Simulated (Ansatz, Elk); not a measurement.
# Li2ZrNiS4: X-ray structure factors from the self-consistent density

Structure refinements treat a crystal as free atoms side by side. For a made-up structure of Li2ZrNiS4 (cell and positions from a PBE relaxation) the runs below show what the calculated density changes in F(hkl).

Method: DFT, PBE, all-electron APW+lo, Dirac cores, scalar-relativistic bands, static density, ferromagnetic start, in Elk 11.2.3 (patched build).

The structure was built from a prototype and need not be the compound's stable phase.

## 1. Starting point

It takes space group P2/m (No. 10, monoclinic). The conventional cell has a = 6.135 Å, b = 3.637 Å, c = 6.429 Å, α = 90.00°, β = 108.80°, γ = 90.00°. Nearest to Zr lie 6 S at 2.55 to 2.57 Å. Nearest to Ni lie 6 S at 2.46 to 2.51 Å. Nearest to S lie 1 Ni at 2.51 Å and 2 Zr at 2.57 Å and 3 Li at 2.59 to 2.60 Å. Nearest to S lie 2 Ni at 2.46 Å and 1 Zr at 2.55 Å and 3 Li at 2.57 to 2.70 Å. Li has 6 S at 2.60 to 2.70 Å nearest. Li has 6 S at 2.57 to 2.59 Å nearest. Farther neighbours and most contacts between anions are not listed.

## 2. Ground state and structure factors

An all-electron density is needed, since X-rays see the cores too. Task 0 finds the density and task 195 Fourier-transforms it; tshift is off so that phases refer to the origin typed.

elk.in reads:

```
tasks
  0
  195
  196

xctype
  20

spinpol
  .true.

rgkmax
  7.0

gmaxvr
  14.0

lmaxo
  7

lmaxapw
  8

swidth
  0.002

tshift
  .false.

ramdisk
  .false.

hmaxvr
  5.5

maxscl
  120

epspot
  1e-06

reducebf
  0.8

sppath
  './'

avec
  12.14796132362 0.00000000000 0.16445018609
  0.00000000000 6.87209725507 0.00000000000
  -3.88539905507 0.00000000000 10.92363823304

atoms
  4
  'Zr.in'
  1
  0.5000000000 0.0000000000 0.5000000000   0.000000 0.000000 0.000000
  'Ni.in'
  1
  0.5000000000 0.5000000000 0.0000000000   0.000000 0.000000 -0.065000
  'S.in'
  4
  0.7437391150 0.5000000000 0.7515134986   0.000000 0.000000 0.000000
  0.7267964548 0.0000000000 0.2275872875   0.000000 0.000000 0.000000
  0.2562608850 0.5000000000 0.2484865014   0.000000 0.000000 0.000000
  0.2732035452 0.0000000000 0.7724127125   0.000000 0.000000 0.000000
  'Li.in'
  2
  0.0000000000 0.5000000000 0.5000000000   0.000000 0.000000 0.000000
  0.0000000000 0.0000000000 -0.0000000000   0.000000 0.000000 0.000000

ngridk
  3 5 4
```

Started as:

```
> OMP_NUM_THREADS=4 elk
```

Numbers of over 12 decimals in the logs are rounded to 6 here.

Log:

```text
┌─────────────────────────┐
│ Elk code version 11.2.3 │
└─────────────────────────┘

All units are atomic (Hartree, Bohr, etc.)

┌─────────────────────────────────────────────────┐
│ Ground-state run starting from atomic densities │
└─────────────────────────────────────────────────┘

Lattice vectors :
   12.14796132       0.000000000      0.1644501861
   0.000000000       6.872097255       0.000000000
  -3.885399055       0.000000000       10.92363823

Reciprocal lattice vectors :
  0.5147428749      -0.000000000      0.1830874876
   0.000000000      0.9143038979      -0.000000000
 -0.7749209536E-02   0.000000000      0.5724353372

Unit cell volume      :    916.3178156
Brillouin zone volume :   0.2707032530

Muffin-tin inner radius fraction :   0.1000000000E-01

Nuclei treated as point charges

Species : 1 (Zr)
 parameters loaded from : Zr.in
 name : zirconium
 nuclear charge    :   -40.00000000
 electronic charge :    40.00000000
 atomic mass :    166291.1793
 muffin-tin radius :    2.580667581
 number of radial points in muffin-tin :   1193
 inner part over the whole radius :   0.9989430467E-02
 number on inner part of muffin-tin    :    848
 approximate nuclear radius :   0.8202877663E-04
 number of mesh points to nuclear radius :    417
 atomic positions (lattice), magnetic fields (Cartesian) :
  1 :   0.50000000  0.00000000  0.50000000    0.00000000  0.00000000  0.00000000

Species : 2 (Ni)
 parameters loaded from : Ni.in
 name : nickel
 nuclear charge    :   -28.00000000
 electronic charge :    28.00000000
 atomic mass :    106991.5231
 muffin-tin radius :    2.400000000
 number of radial points in muffin-tin :    993
 inner part over the whole radius :   0.9944305101E-02
 number on inner part of muffin-tin    :    701
 approximate nuclear radius :   0.7325707712E-04
 number of mesh points to nuclear radius :    335
 atomic positions (lattice), magnetic fields (Cartesian) :
  1 :   0.50000000  0.50000000  0.00000000    0.00000000  0.00000000 -0.06500000

Species : 3 (S)
 parameters loaded from : S.in
 name : sulphur
 nuclear charge    :   -16.00000000
 electronic charge :    16.00000000
 atomic mass :    58450.91931
 muffin-tin radius :    2.183641799
 number of radial points in muffin-tin :    793
 inner part over the whole radius :   0.9912856840E-02
 number on inner part of muffin-tin    :    554
 approximate nuclear radius :   0.6195814986E-04
 number of mesh points to nuclear radius :    251
 atomic positions (lattice), magnetic fields (Cartesian) :
  1 :  -0.25626088  0.50000000 -0.24848650    0.00000000  0.00000000  0.00000000
  2 :  -0.27320355  0.00000000  0.22758729    0.00000000  0.00000000  0.00000000
  3 :   0.25626089  0.50000000  0.24848650    0.00000000  0.00000000  0.00000000
  4 :   0.27320355  0.00000000 -0.22758729    0.00000000  0.00000000  0.00000000

Species : 4 (Li)
 parameters loaded from : Li.in
 name : lithium
 nuclear charge    :   -3.000000000
 electronic charge :    3.000000000
 atomic mass :    12652.66898
 muffin-tin radius :    1.800000000
 number of radial points in muffin-tin :    593
 inner part over the whole radius :   0.9806707936E-02
 number on inner part of muffin-tin    :    401
 approximate nuclear radius :   0.4000070961E-04
 number of mesh points to nuclear radius :    148
 atomic positions (lattice), magnetic fields (Cartesian) :
  1 :   0.00000000  0.50000000  0.50000000    0.00000000  0.00000000  0.00000000
  2 :   0.00000000  0.00000000  0.00000000    0.00000000  0.00000000  0.00000000

Total number of atoms per unit cell :    8
Total muffin-tin volume :    353.2147455
 ratio of muffin-tin to unit cell volume :   0.3854718739

Spin treatment :
 spin-polarised
 global magnetic field (Cartesian) :    0.000000000       0.000000000       0.000000000
 collinear magnetisation in z-direction

Number of Bravais lattice symmetries :    4
Number of crystal symmetries         :    4
Crystal has inversion symmetry
Real symmetric eigensolver will be used

k-point grid :      3     5     4
[...]
Coulomb                     :     -13330.734006461
 Coulomb potential           :     -10423.831966365
 nuclear-nuclear             :     -766.05004733100
 electron-nuclear            :     -14722.404059645
 Hartree                     :      2157.7201005150
 Madelung                    :     -8118.8180232785
 xc potential                :     -369.11811710879
 xc effective B-field        :    -0.58966890273029E-01
 external B-field            :      0.000000
 exchange                    :     -278.32606153384
 correlation                 :     -6.065058
 electron entropic           :    -0.33059084978237E-03
 total energy                :     -6732.2044315200
 (external B-field energy excluded from total)

Density of states at Fermi energy :    22.20719554
 (states/Hartree/unit cell)

Estimated indirect band gap :   0.9594999257E-03
 from k-point 17 to k-point 1
Estimated direct band gap   :   0.6205363922E-02
 at k-point 17

Charges :
 core                        :    80.00000000
 valence                     :    58.00000000
 interstitial                :    10.75048470
 muffin-tins (core leakage)
  species : 1 (Zr)
[...]
species : 2 (Ni)
[...]
species : 3 (S)
[...]
species : 4 (Li)
   atom 1                    :    2.101676793     (   0.000000000    )
   atom 2                    :    2.118584306     (   0.000000000    )
 total in muffin-tins        :    127.2495153
 total calculated charge     :    137.9979334
 total charge                :    138.0000000
 error                       :   0.2066562254E-02

Moments :
 interstitial                :   0.2050279112
 muffin-tins
  species : 1 (Zr)
[...]
species : 2 (Ni)
[...]
species : 3 (S)
[...]
species : 4 (Li)
[...]
total in muffin-tins        :    1.763415516
 total moment                :    1.968443427

RMS change in Kohn-Sham potential (target) :   0.6062819064E-06 (  0.1000000000E-05)
Absolute change in total energy (target)   :   0.6903012945E-05 (  0.1000000000E-03)

Convergence targets achieved

┌──────────────────┐
│ Loop number : 23 │
└──────────────────┘

Energies :
 Fermi                       :     0.203982
 sum of occupied eigenvalues :     -3910.0880197859
 electron kinetic            :      6882.9210360905
 core electron kinetic       :      6587.3297598793
 Coulomb                     :     -13330.734013573
 Coulomb potential           :     -10423.831936341
 nuclear-nuclear             :     -766.05004733100
 electron-nuclear            :     -14722.404104620
 Hartree                     :      2157.7201383774
 Madelung                    :     -8118.8180454029
 xc potential                :     -369.11814985583
 xc effective B-field        :    -0.58966033034356E-01
 external B-field            :      0.000000
 exchange                    :     -278.32606198705
 correlation                 :     -6.065058
 electron entropic           :    -0.33062478213496E-03
 total energy                :     -6732.2044281424
 (external B-field energy excluded from total)

Density of states at Fermi energy :    22.20957471
 (states/Hartree/unit cell)

Estimated indirect band gap :   0.9586386419E-03
 from k-point 17 to k-point 1
Estimated direct band gap   :   0.6204458590E-02
 at k-point 17

Charges :
 core                        :    80.00000000
 valence                     :    58.00000000
 interstitial                :    10.75048380
 muffin-tins (core leakage)
  species : 1 (Zr)
[...]
species : 2 (Ni)
[...]
species : 3 (S)
[...]
atom 2                    :    14.51900737     (  0.7847060943E-04)
   atom 3                    :    14.56221785     (  0.7904894598E-04)
   atom 4                    :    14.51900737     (  0.7847060943E-04)
  species : 4 (Li)
   atom 1                    :    2.101676810     (   0.000000000    )
   atom 2                    :    2.118584285     (   0.000000000    )
 total in muffin-tins        :    127.2495162
 total calculated charge     :    137.9979334
 total charge                :    138.0000000
 error                       :   0.2066561992E-02

Moments :
 interstitial                :   0.2050329935
 muffin-tins
  species : 1 (Zr)
[...]
species : 2 (Ni)
[...]
species : 3 (S)
[...]
atom 4                    :   0.1397503382
  species : 4 (Li)
   atom 1                    :   0.1376597678E-01
   atom 2                    :  -0.6287477208E-03
 total in muffin-tins        :    1.763407784
 total moment                :    1.968440778

┌──────────────────────────────┐
│ Self-consistent loop stopped │
└──────────────────────────────┘

Warning : core states of species 2 leak from the muffin-tin :   0.2711557377E-03

Wrote STATE.OUT
```

Elapsed: 7.8 min, on 4 threads of Arm Neoverse V1, shared host; peak memory 0.58 GiB; 26 min of CPU time.

SFACRHO.OUT:

```text

h k l indices transformed by vhmat matrix:
   1.000000000       0.000000000       0.000000000    
   0.000000000       1.000000000       0.000000000    
   0.000000000       0.000000000       1.000000000    

      h      k      l  multipl.   |H|            Re(F)            Im(F)           |F|

      0      0      0      1   0.0000000       138.00000     -0.15020826E-16   138.00000    
      1      0      0      2  0.54633438      -64.476244     -0.31699784E-14   64.476244    
      0      0      1      2  0.57248779      -6.3788697      0.25676081E-14   6.3788697    
     -1      0      1      2  0.65160550       10.465529     -0.24240641E-13   10.465529    
      1      0      1      2  0.90986665       8.8317874     -0.14425118E-14   8.8317874    
      0      1      0      2  0.91430390       9.8663796      0.27030720E-13   9.8663796    
     -2      0      1      2   1.0575442      -7.8943235      0.20113002E-13   7.8943235    
     -1      1      0      4   1.0650976      -12.082883     -0.44269519E-14   12.082883    
      0      1     -1      4   1.0787464      -49.683936      0.78427684E-14   49.683936    
      2      0      0      2   1.0926688       12.096858      0.95437169E-14   12.096858    
      1      0     -2      2   1.0982635      -54.603265     -0.36292349E-13   54.603265    
      1     -1     -1      4   1.1227383       11.118888      0.59233696E-14   11.118888    
      0      0      2      2   1.1449756       12.177762     -0.85286116E-14   12.177762    
     -1     -1     -1      4   1.2898872       102.14939     -0.33785688E-14   102.14939    
      2      0     -2      2   1.3032110       102.44694      0.17769748E-13   102.44694    
      2      0      1      2   1.3874202      -16.611653      0.27132778E-13   16.611653    
      2      1     -1      4   1.3979812      -43.885335     -0.16782749E-14   43.885335    
     -1      0     -2      2   1.4187029      -39.406437     -0.17239113E-13   39.406437
```

Elk indexes on the primitive cell of elk.in and gives |H| = 4π sin θ/λ in inverse bohr. Below, one row stands for each form hkl of the conventional cell (m members, Friedel mates merged), F is for one primitive cell and the density is static (no thermal factor). Free-atom factors are Waasmaier and Kirfel's, and R is Σm||F|−|F'||/Σm|F|.

```
   hkl  m  sin θ/λ (Å⁻¹)  abs F, DFT  neutral atoms   diff.
   001  2          0.082      64.476         64.421  +0.056
   100  2          0.086       6.379          6.443  -0.064
1 0 -1  2          0.098      10.466         10.556  -0.090
   101  2          0.137       8.832          8.896  -0.064
   010  2          0.138       9.866          9.936  -0.070
1 0 -2  2          0.159       7.894          8.127  -0.233
   011  4          0.160      12.083         12.241  -0.158
   110  4          0.162      49.684         49.746  -0.062
   002  2          0.164      12.097         12.720  -0.623
2 0 -1  2          0.165      54.603         54.578  +0.025
1 1 -1  4          0.169      11.119         11.786  -0.667
   200  2          0.172      12.178         12.797  -0.620
   111  4          0.194     102.149        101.683  +0.466
2 0 -2  2          0.196     102.447        102.112  +0.335
   102  2          0.209      16.612         16.752  -0.140
1 1 -2  4          0.210      43.885         44.096  -0.210
   201  2          0.213      39.406         39.667  -0.261
   012  4          0.214       9.847          9.923  -0.076
2 1 -1  4          0.215      13.000         13.233  -0.233
   210  4          0.220       9.769          9.858  -0.089
1 0 -3  2          0.233       7.941          8.180  -0.239
2 1 -2  4          0.239       8.736          8.955  -0.219
```

## 3. The magnetisation density

The same run holds the spin density, and task 196 transforms it. The order is that of the start, and no other was tried.

SFACMAG_1.OUT:

```text

h k l indices transformed by vhmat matrix:
   1.000000000       0.000000000       0.000000000    
   0.000000000       1.000000000       0.000000000    
   0.000000000       0.000000000       1.000000000    

      h      k      l  multipl.   |H|            Re(F)            Im(F)           |F|

      0      0      0      1   0.0000000       1.9684409      0.14180509E-18   1.9684409    
      1      0      0      2  0.54633438      -1.2243990      0.11354916E-15   1.2243990    
      0      0      1      2  0.57248779       1.0971641      0.37787641E-16   1.0971641    
     -1      0      1      2  0.65160550      -1.3871369     -0.22001098E-15   1.3871369    
      1      0      1      2  0.90986665      -1.0670910     -0.42005811E-15   1.0670910    
      0      1      0      2  0.91430390      -1.0728638      0.70143304E-15   1.0728638    
     -2      0      1      2   1.0575442       1.0777221      0.25637612E-15   1.0777221    
     -1      1      0      4   1.0650976       1.0091269     -0.57064531E-15   1.0091269    
      0      1     -1      4   1.0787464      -1.0464657      0.62452866E-15   1.0464657    
      2      0      0      2   1.0926688      0.81584210     -0.24461504E-15  0.81584210    
      1      0     -2      2   1.0982635      -1.0420388     -0.28264395E-15   1.0420388    
      1     -1     -1      4   1.1227383      0.83377816      0.33291435E-15  0.83377816    
      0      0      2      2   1.1449756      0.82891271      0.13095808E-16  0.82891271    
     -1     -1     -1      4   1.2898872       1.2292539      0.27960054E-15   1.2292539    
      2      0     -2      2   1.3032110       1.1741057     -0.33180049E-15   1.1741057    
      2      0      1      2   1.3874202      0.94960958      0.64295589E-15  0.94960958
```

The total moment is 1.97 μB a cell; sphere moments: Zr1 +0.04, Ni2 +1.28, S3 +0.08, S4 +0.14, S5 +0.08, S6 +0.14, Li7 +0.01, Li8 0.00 μB. Polarised neutrons measure spin and orbital magnetisation together; without spin-orbit coupling the run gives the spin part:

```
   hkl  sin θ/λ (Å⁻¹)  abs F_M (μB)
   001          0.082         1.224
   100          0.086         1.097
1 0 -1          0.098         1.387
   101          0.137         1.067
   010          0.138         1.073
1 0 -2          0.159         1.078
   011          0.160         1.009
   110          0.162         1.046
   002          0.164         0.816
2 0 -1          0.165         1.042
1 1 -1          0.169         0.834
   200          0.172         0.829
   111          0.194         1.229
2 0 -2          0.196         1.174
```

## 4. The highest occupied states alone

An energy window below the Fermi level keeps the highest occupied states, to see at which angles they scatter; shallow core shells can lie inside it and anion s states outside. No new self-consistency is needed.

elk.in: that of step 2 with these lines changed.

```diff
@@ -1,5 +1,3 @@
 tasks
-  0
   195
-  196
 
@@ -44,2 +42,5 @@
 
+wsfac
+  -0.237010 0.503980
+
 sppath
```

Started as:

```
> OMP_NUM_THREADS=4 elk
```

Log:

```text
┌─────────────────────────────────┐
│ Elk code version 11.2.3 started │
└─────────────────────────────────┘

Info(readinput): the functional depends on the density's gradient
 muffin-tin radial points multiplied by    2.00000
 (not where nrmtscf is given)

┌────────────────────┐
│ Current task : 195 │
└────────────────────┘
Info(checkmt): changed muffin-tin radius of species 1 (Zr) from   2.6000 to   2.5807
Info(checkmt): changed muffin-tin radius of species 3 (S) from   2.2000 to   2.1836

Info(sfacrho): density structure factors written to SFACRHO.OUT

 Energy window :  -0.2370100000      0.5039800000

┌──────────────────┐
│ Elk code stopped │
└──────────────────┘
```

Run time: 25 s. Hardware: 4 threads; peak memory 0.39 GiB; 32 s of CPU time.

States within 12 eV below the Fermi level hold 32.60 electrons; any levels below the window count with the cores, and a count that is not whole means the window cuts a band. Their amplitudes can exceed the total, where window and core parts have opposite phase:

```csv
hkl,sin θ/λ (Å⁻¹),"abs F, window","abs F, all"
001,0.082,11.034,64.476
100,0.086,7.574,6.379
1 0 -1,0.098,6.979,10.466
101,0.137,6.109,8.832
010,0.138,5.951,9.866
1 0 -2,0.159,6.463,7.894
011,0.160,5.734,12.083
110,0.162,6.739,49.684
002,0.164,0.038,12.097
2 0 -1,0.165,7.435,54.603
```

(Continued in part 2 of 2.)

[Logs are printed without paths, hosts, clocks, repeated set-up lines and the standing remarks that a program may print on its own settings, such as how far it seeks lower states.]

[Hosts, paths, dates, database ids (printed as entryN), source tags and the programs' standing remarks are cut or masked in the printed files.]
